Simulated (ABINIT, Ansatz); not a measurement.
Entries from a set of simulations; values are calculated unless marked as measured.

```
! title: InGaN2 (P3m1): G0W0 with ABINIT, start to end
! method: RPA screening on LDA, plane waves, norm-conserving pseudopotentials (and 2 further levels or steps)
! program: ABINIT 10.8.3
! settings: cutoff 36 Ha, PseudoDojo scalar-relativistic 0.4.1 standard, norm-conserving, ngkpt (3, 3, 2), nband 68, ecuteps 4.4 Ha, inclvkb 2, shiftk (0, 0, 0), symchi 1, awtr 1, frequency ppm, 3×3×2 k-mesh
! cost: 5 runs, 1.9 min in all on 4 MPI ranks of Arm Neoverse V1, shared host
! notes: The program’s warnings: nkpt*nsppol () is not a multiple of nproc spkpt (). The cell and positions are those that the Materials Project relaxed with its own functionals (PBE, PBE+U or r2SCAN), kept fixed. Limits: screening runs away on this mesh; no spin-orbit coupling. The 3×3×2 mesh is coarse for this cell, which bears on the long-range parts of exchange and screening. The norm-conserving file of at least one element keeps a d shell over frozen s and p shells of the same row. Exchange with those shells is missing from the self-energy, an error of 0.3 to 0.9 eV in cases checked, whose sign depends on which edge lies on those atoms. On this mesh the RPA ε∞ passes 90, more than nearly any semiconductor shows; a coarse mesh does this where one point with a narrow direct gap carries much weight. The screening is then too strong, and the G0W0 gap should not be taken as the material’s.
! LDA gap: 0.25 eV, direct
! G0W0 gap on the mesh: 0.23 eV
! GW settings: 3×3×2 mesh, 68 bands, screening to 119.7 eV, Godby-Needs plasmon pole
! known limits: short of the basis limit; exchange with frozen shells missing; screening runs away on this mesh; no spin-orbit coupling; coarse k mesh
CELL_PARAMETERS angstrom
3.39929 0.00000 0.00000
-1.69964 2.94387 0.00000
0.00000 0.00000 5.55161
ATOMIC_POSITIONS crystal
In 0.00000 0.00000 0.99840
Ga 0.66667 0.33333 0.49536
N 0.66667 0.33333 0.14562
N 0.00000 0.00000 0.60222
```

[Long decimals in the printed logs are rounded to 6 places.]

[Logs are printed without paths, hosts, clocks, repeated set-up lines and the standing remarks that a program may print on its own settings, such as how far it seeks lower states.]

[Paths, hosts, dates, memory and timing lines, banners, echoed tables and standing remarks are left out of the program output; an Ansatz launch command may be rebuilt from the run's recorded settings. Measured values are a selection of at most five: reports struck by readers or far from the other reports are left out. None is set beside runs whose start may be inverted or whose files or cutoffs have a known fault.]

[Runs of the session that timed out or met a known fault of the program may be left out.]

[Hosts, paths, dates, database ids (printed as entryN), source tags and the programs' standing remarks are cut or masked in the printed files.]

[G0W0 gaps are taken among the corrected bands and points alone; a level outside them can change the order at an edge.]

[Where Ansatz stands beside ABINIT at settings called matched, ABINIT's density can come from a denser mesh and the files from another edition; pairs whose starting gaps differed by over 0.03 eV were left out, so agreement reads better than it is.]
